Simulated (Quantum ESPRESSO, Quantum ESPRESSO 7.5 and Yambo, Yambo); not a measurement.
# TiO2 (Rutile): G0W0 with Yambo, start to end

Wanted: ground state, empty states, screening and self-energy for TiO2 (Rutile).

Method: PBE and many-body steps on it, plane waves, in Quantum ESPRESSO 7.5 and Yambo 5.3.0.

**Experimental background.**

- Gap 3.03 eV: direct gap, E perpendicular to c; optical experiment; 1.6 K; bulk crystal (literature value) (quoted in “Shallow Valence Band of Rutile GeO2 and P-type Doping”, 2020, arxiv:2011.08928).

- Gap 3.09 ± 0.06 eV: optical gap from Tauc plot assuming indirect allowed transition; UV/vis diffuse reflectance, Kubelka-Munk and Tauc analysis; film (30 nm ALD shell on quartz particles, grown at 200 C, annealed in air at 500 C; rutile-rich with some anatase) on SiO2 (quartz particles) (“Defect-Mediated Crystallization of the Particulate TiO2 Photocatalyst Grown by Atomic Layer Deposition”, 2024, pmc:11726664).

- Gap 3.28 eV: optical bandgap after anatase to rutile transformation; spectroscopic ellipsometry; film (polycrystalline sol-gel film on Si(100), annealed at high temperature below 800 °C) (“Photocatalytic Performance of Sol-Gel Prepared TiO2 Thin Films Annealed at Various Temperatures”, 2023, pmc:10419699).

- Gap 3.05 eV: band gap; bulk crystal (literature experimental value) (quoted in “Hydrogen related defects in titanium dioxide at the interface to palladium”, 2021, arxiv:2112.05953).

Report form: the programs' logs are mostly left out.

### 1. The structure

Symmetry: P4_2/mnm, No. 136, tetragonal system. Conventional cell: a = 4.592 Å, b = 4.592 Å, c = 2.957 Å, α = 90.00°, β = 90.00°, γ = 90.00°. Ti has 6 O at 1.95 to 1.98 Å nearest. Nearest to O lie 3 Ti at 1.95 to 1.98 Å. Farther neighbours and most contacts between anions are not listed.

The cell and positions come from the Crystallography Open Database and are kept as given unless a step says otherwise.

### 2. Ground state

This step: Quantum ESPRESSO 7.5; DFT, PBE, plane waves, norm-conserving pseudopotentials.

The ground-state density comes first.

The input, pw.in:

```
&control
  calculation = 'scf'
  prefix = 'x'
  outdir = 'o'
  pseudo_dir = 'pseudo'
/
&system
  ibrav = 0
  nat = 6
  ntyp = 2
  ecutwfc = 76.0
  nbnd = 31
  force_symmorphic = .true.
/
&electrons
  conv_thr = 1e-10
  electron_maxstep = 80
  mixing_beta = 0.5
/
ATOMIC_SPECIES
  Ti 47.867 Ti.upf
  O 15.999 O.upf
CELL_PARAMETERS angstrom
  4.5922000000 0.0000000000 0.0000000000
  0.0000000000 4.5922000000 0.0000000000
  0.0000000000 0.0000000000 2.9574000000
ATOMIC_POSITIONS crystal
  Ti 0.0000000000 0.0000000000 0.0000000000
  Ti 0.5000000000 0.5000000000 0.5000000000
  O 0.3049600000 0.3049600000 0.0000000000
  O 0.1950400000 0.8049600000 0.5000000000
  O 0.6950400000 0.6950400000 0.0000000000
  O 0.8049600000 0.1950400000 0.5000000000
K_POINTS automatic
  4 4 8 0 0 0
```

Launch:

```
$ OMP_NUM_THREADS=1 mpirun -n 4 pw.x -nk 4 -in pw.in > pw.out
```

The job ended after 29 s (4 MPI ranks of Arm Neoverse V2, shared host; peak memory 0.37 GiB; 1.9 min of CPU time).

This step gave:

```
total energy               : -5039.8240 eV
gap                        : 1.917 eV
k of the valence top       : 0, 0, 0
k of the conduction bottom : 0, 0, 0
least direct gap           : 1.917 eV
```

The gap is direct, at Γ.

### 3. Bands along the symmetry lines

The cheap functional maps the bands first; the places of the edges decide which points the dearer methods must see.

The input, pw.in:

```
&control
  calculation = 'bands'
  prefix = 'x'
  outdir = 'o'
  pseudo_dir = 'pseudo'
/
&system
  ibrav = 0
  nat = 6
  ntyp = 2
  ecutwfc = 76.0
  nbnd = 30
  force_symmorphic = .true.
/
&electrons
  conv_thr = 1e-9
  electron_maxstep = 80
  diago_full_acc = .true.
  diago_thr_init = 5e-6
/
ATOMIC_SPECIES
  Ti 47.867 Ti.upf
  O 15.999 O.upf
CELL_PARAMETERS angstrom
  4.5922000000 0.0000000000 0.0000000000
  0.0000000000 4.5922000000 0.0000000000
  0.0000000000 0.0000000000 2.9574000000
ATOMIC_POSITIONS crystal
  Ti 0.0000000000 0.0000000000 0.0000000000
  Ti 0.5000000000 0.5000000000 0.5000000000
  O 0.3049600000 0.3049600000 0.0000000000
  O 0.1950400000 0.8049600000 0.5000000000
  O 0.6950400000 0.6950400000 0.0000000000
  O 0.8049600000 0.1950400000 0.5000000000
K_POINTS crystal
  75
  0.00000000 0.00000000 0.00000000 1
  0.00000000 0.06250000 0.00000000 1
  0.00000000 0.12500000 0.00000000 1
  0.00000000 0.18750000 0.00000000 1
  0.00000000 0.25000000 0.00000000 1
  0.00000000 0.31250000 0.00000000 1
  0.00000000 0.37500000 0.00000000 1
  0.00000000 0.43750000 0.00000000 1
  0.00000000 0.50000000 0.00000000 1
  0.06250000 0.50000000 0.00000000 1
  0.12500000 0.50000000 0.00000000 1
  0.18750000 0.50000000 0.00000000 1
  0.25000000 0.50000000 0.00000000 1
  0.31250000 0.50000000 0.00000000 1
  0.37500000 0.50000000 0.00000000 1
  0.43750000 0.50000000 0.00000000 1
  0.50000000 0.50000000 0.00000000 1
  0.43750000 0.43750000 0.00000000 1
  0.37500000 0.37500000 0.00000000 1
  0.31250000 0.31250000 0.00000000 1
  0.25000000 0.25000000 0.00000000 1
  0.18750000 0.18750000 0.00000000 1
  0.12500000 0.12500000 0.00000000 1
  0.06250000 0.06250000 0.00000000 1
  0.00000000 0.00000000 0.00000000 1
  0.00000000 0.00000000 0.06250000 1
  0.00000000 0.00000000 0.12500000 1
  0.00000000 0.00000000 0.18750000 1
  0.00000000 0.00000000 0.25000000 1
  0.00000000 0.00000000 0.31250000 1
  0.00000000 0.00000000 0.37500000 1
  0.00000000 0.00000000 0.43750000 1
  0.00000000 0.00000000 0.50000000 1
  0.00000000 0.06250000 0.50000000 1
  0.00000000 0.12500000 0.50000000 1
  0.00000000 0.18750000 0.50000000 1
  0.00000000 0.25000000 0.50000000 1
  0.00000000 0.31250000 0.50000000 1
  0.00000000 0.37500000 0.50000000 1
  0.00000000 0.43750000 0.50000000 1
  0.00000000 0.50000000 0.50000000 1
  0.06250000 0.50000000 0.50000000 1
  0.12500000 0.50000000 0.50000000 1
  0.18750000 0.50000000 0.50000000 1
  0.25000000 0.50000000 0.50000000 1
  0.31250000 0.50000000 0.50000000 1
  0.37500000 0.50000000 0.50000000 1
  0.43750000 0.50000000 0.50000000 1
  0.50000000 0.50000000 0.50000000 1
  0.43750000 0.43750000 0.50000000 1
  0.37500000 0.37500000 0.50000000 1
  0.31250000 0.31250000 0.50000000 1
  0.25000000 0.25000000 0.50000000 1
  0.18750000 0.18750000 0.50000000 1
  0.12500000 0.12500000 0.50000000 1
  0.06250000 0.06250000 0.50000000 1
  0.00000000 0.00000000 0.50000000 1
  0.00000000 0.50000000 0.00000000 1
  0.00000000 0.50000000 0.06250000 1
  0.00000000 0.50000000 0.12500000 1
  0.00000000 0.50000000 0.18750000 1
  0.00000000 0.50000000 0.25000000 1
  0.00000000 0.50000000 0.31250000 1
  0.00000000 0.50000000 0.37500000 1
  0.00000000 0.50000000 0.43750000 1
  0.00000000 0.50000000 0.50000000 1
  0.50000000 0.50000000 0.00000000 1
  0.50000000 0.50000000 0.06250000 1
  0.50000000 0.50000000 0.12500000 1
  0.50000000 0.50000000 0.18750000 1
  0.50000000 0.50000000 0.25000000 1
  0.50000000 0.50000000 0.31250000 1
  0.50000000 0.50000000 0.37500000 1
  0.50000000 0.50000000 0.43750000 1
  0.50000000 0.50000000 0.50000000 1
```

It took 10 s on 4 MPI ranks; peak memory 0.27 GiB; 40 s of CPU time.

This step gave:

| Property | Result |
| --- | --- |
| gap | 1.917 eV |
| k of the valence top | 0, 0, 0 |
| k of the conduction bottom | 0, 0, 0 |
| least direct gap | 1.917 eV |

The gap is 1.917 eV, as in the run before at this level.

Electronic bands along the path, in eV, zero at the top of the highest filled band:

```
    point  band 21  band 22  band 23  band 24  band 25  band 26  band 27  band 28
        Γ    -0.71    -0.45    -0.45     0.00     1.92     2.22     2.45     2.55
  halfway    -1.43    -1.07    -0.82    -0.23     2.21     2.54     2.77     2.84
        X    -1.64    -1.64    -0.74    -0.74     2.59     2.59     3.06     3.06
  halfway    -1.48    -1.48    -1.08    -1.08     2.32     2.32     2.81     2.81
        M    -1.31    -1.31    -1.06    -1.06     1.96     1.96     2.57     2.57
  halfway    -1.73    -1.15    -1.12    -0.40     1.99     2.56     2.63     3.07
        Γ    -0.71    -0.45    -0.45     0.00     1.92     2.22     2.45     2.55
  halfway    -1.78    -1.48    -1.48    -0.46     2.27     2.60     2.87     3.18
        Z    -2.35    -2.35    -1.42    -1.42     3.01     3.01     3.21     3.21
  halfway    -1.78    -1.78    -1.61    -1.61     2.49     2.49     3.23     3.23
        R    -2.04    -2.04    -1.03    -1.03     1.95     1.95     3.24     3.24
  halfway    -1.52    -1.52    -0.88    -0.88     2.21     2.21     3.25     3.25
        A    -1.27    -1.27    -0.68    -0.68     2.63     2.63     3.26     3.26
  halfway    -1.83    -1.56    -1.38    -1.18     2.14     2.81     3.23     3.24
        Z    -2.35    -2.35    -1.42    -1.42     3.01     3.01     3.21     3.21
jump to X    -1.64    -1.64    -0.74    -0.74     2.59     2.59     3.06     3.06
  halfway    -1.97    -1.97    -0.85    -0.85     2.60     2.60     3.23     3.23
        R    -2.04    -2.04    -1.03    -1.03     1.95     1.95     3.24     3.24
jump to M    -1.31    -1.31    -1.06    -1.06     1.96     1.96     2.57     2.57
  halfway    -1.78    -1.78    -1.36    -1.36     2.73     2.73     2.93     2.93
        A    -1.27    -1.27    -0.68    -0.68     2.63     2.63     3.26     3.26
```

### 4. Empty states on the mesh, 4×4×6 mesh, 284 bands

The sums over transitions need many empty states on a uniform mesh; this step solves for them.

The input, pw.in:

```
&control
  calculation = 'nscf'
  prefix = 'x'
  outdir = 'o'
  pseudo_dir = 'pseudo'
/
&system
  ibrav = 0
  nat = 6
  ntyp = 2
  ecutwfc = 76.0
  nbnd = 284
  force_symmorphic = .true.
/
&electrons
  conv_thr = 1e-9
  electron_maxstep = 80
  diago_full_acc = .true.
  diago_thr_init = 5e-6
/
ATOMIC_SPECIES
  Ti 47.867 Ti.upf
  O 15.999 O.upf
CELL_PARAMETERS angstrom
  4.5922000000 0.0000000000 0.0000000000
  0.0000000000 4.5922000000 0.0000000000
  0.0000000000 0.0000000000 2.9574000000
ATOMIC_POSITIONS crystal
  Ti 0.0000000000 0.0000000000 0.0000000000
  Ti 0.5000000000 0.5000000000 0.5000000000
  O 0.3049600000 0.3049600000 0.0000000000
  O 0.1950400000 0.8049600000 0.5000000000
  O 0.6950400000 0.6950400000 0.0000000000
  O 0.8049600000 0.1950400000 0.5000000000
K_POINTS automatic
  4 4 6 0 0 0
```

The job ended after 94 s (4 MPI ranks; peak memory 0.69 GiB; 6.3 min of CPU time).

This step gave:

```yaml
gap: 1.917 eV
k_of_the_valence_top: 0, 0, 0
k_of_the_conduction_bottom: 0, 0, 0
least_direct_gap: 1.917 eV
k_points_computed: 28
lowest_point_of_the_top_converged_band_above_the_valence_top: 137.2215 eV
```

On this mesh the gap is 1.917 eV.

### 5. Conversion and set-up

This step: Yambo 5.3.0; conversion and set-up on PBE, plane waves, norm-conserving pseudopotentials.

The states are converted to the many-body program's format and the q mesh is built.

Launch:

```
$ (cd o/x.save; p2y > p2y.log; mv SAVE ../..); yambo > setup.log
```

It took 2.6 s on 1 MPI rank; peak memory 0.25 GiB.

### 6. Screening and self-energy, 4×4×6 mesh, 284 bands, screening to 204.1 eV

Now the one-shot GW correction: screening in the RPA, then the self-energy of the levels asked for.

This step: G0W0 on PBE, plane waves, norm-conserving pseudopotentials.

The input, gw3.in:

```
HF_and_locXC
gw0
dyson
ppa
em1d
rim_cut
RandQpts= 1000000
RandGvec= 1 RL
EXXRLvcs= 76 Ry
VXCRLvcs= 304 Ry
Chimod= "HARTREE"
% BndsRnXp
 1 | 284 |
%
NGsBlkXp= 15 Ry
% LongDrXp
 1 | 1 | 1 |
%
% GbndRnge
 1 | 284 |
%
DysSolver= "n"
ExtendOut
PPAPntXp= 27.21138 eV
% QPkrange
 1 | 1 | 23 | 26 |
%
```

Launch:

```
$ OMP_NUM_THREADS=1 mpirun -n 4 yambo -F gw3.in -J gw3 -C gw3 > gw3.log
```

It took 34 min on 4 MPI ranks; peak memory 4.4 GiB; 2.3 h of CPU time.

Numbers from this step:

```yaml
g0w0_gap_on_the_points_computed: 3.320 eV
starting_gap_on_the_mesh: 1.917 eV
k_of_the_valence_top: 0, 0, 0
k_of_the_conduction_bottom: 0, 0, 0
least_direct_g0w0_gap_on_the_computed_points: 3.320 eV
z_at_the_valence_top: 0.7542
z_at_the_conduction_bottom: 0.7682
```

The gap on the mesh goes from 1.92 eV to 3.32 eV, a correction of +1.40 eV.

Limits: finite bands, cutoff and mesh. v1 is the top filled band, c1 the lowest empty one. The levels before and after the correction (eV, zero at the valence-band top of each column):

```csv
,conduction bottom,valence top
Kohn-Sham,1.92,0.00
G0W0,3.32,0.00
```

|  | level | energy (eV) |
| --- | --- | --- |
| Kohn-Sham | Γ v2 | -0.452 |
| Kohn-Sham | Γ v1 | 0.000 |
| Kohn-Sham | Γ c1 | 1.917 |
| Kohn-Sham | Γ c2 | 2.219 |
| G0W0 | Γ v2 | -0.476 |
| G0W0 | Γ v1 | 0.000 |
| G0W0 | Γ c1 | 3.320 |
| G0W0 | Γ c2 | 3.543 |

### 7. Where the time went

Times are wall times on the hardware named with each run, good to a factor of about two.

```csv
step,time,share,memory (GiB)
ground state,29 s,1 %,0.37
bands along the symmetry lines,10 s,0 %,0.27
empty states on the mesh,94 s,4 %,0.69
conversion and set-up,2.6 s,0 %,0.25
screening and self-energy,34 min,94 %,4.4
```

### 8. Outcome

```yaml
pbe_gap: 1.92 eV, direct
g0w0_gap_on_the_mesh: 3.32 eV
gw_settings: 4×4×6 mesh, 284 bands, screening to 204.1 eV, Godby-Needs plasmon pole
known_limits: not at the basis limit
```

G0W0 moves the gap on the mesh from 1.92 eV to 3.32 eV (+1.40 eV), with Z of 0.75 and 0.77 at the edges. Only 1 of the mesh's irreducible points was corrected, so a valley elsewhere could overtake. The dearest step here is «screening and self-energy». Against experiment, by G0W0@PBE: the direct gap of 3.32 eV lies +0.29 eV from the measured 3.03 eV (direct, 1.6 K, quoted 2020); the gap of 3.32 eV lies +0.23 eV from the measured 3.09 ± 0.06 eV (indirect, on SiO2 (quartz particles), 2024); the gap of 3.32 eV lies +0.04 eV from the measured 3.28 eV (optical, 2023); the gap of 3.32 eV lies +0.27 eV from the measured 3.05 eV (kind not stated, quoted 2021). An exciton line or allowed optical edge lies below the quasiparticle gap by the binding energy; a forbidden edge can push the onset above it. The calculation has static nuclei and no excitons; a measured gap holds zero-point and thermal motion, which mostly lowers it. Bands and cutoff are finite, so the gap is not at the basis limit. The miss can reach some tenths of an eV and take either sign; the mesh is an error of its own. In the G0W0 run levels were corrected at 1 k point alone, so a gap called «on the mesh» is the least over those, and an edge elsewhere would be missed.

[Paths, hosts, dates, memory and timing lines, banners, echoed tables and standing remarks are left out of the program output.]

[Logs are printed without paths, hosts, clocks, repeated set-up lines and the standing remarks that a program may print on its own settings, such as how far it seeks lower states.]

[Runs of the session that timed out or met a known fault of the program may be left out.]

[Hosts, paths, dates, database ids (printed as entryN), source tags and the programs' standing remarks are cut or masked in the printed files.]
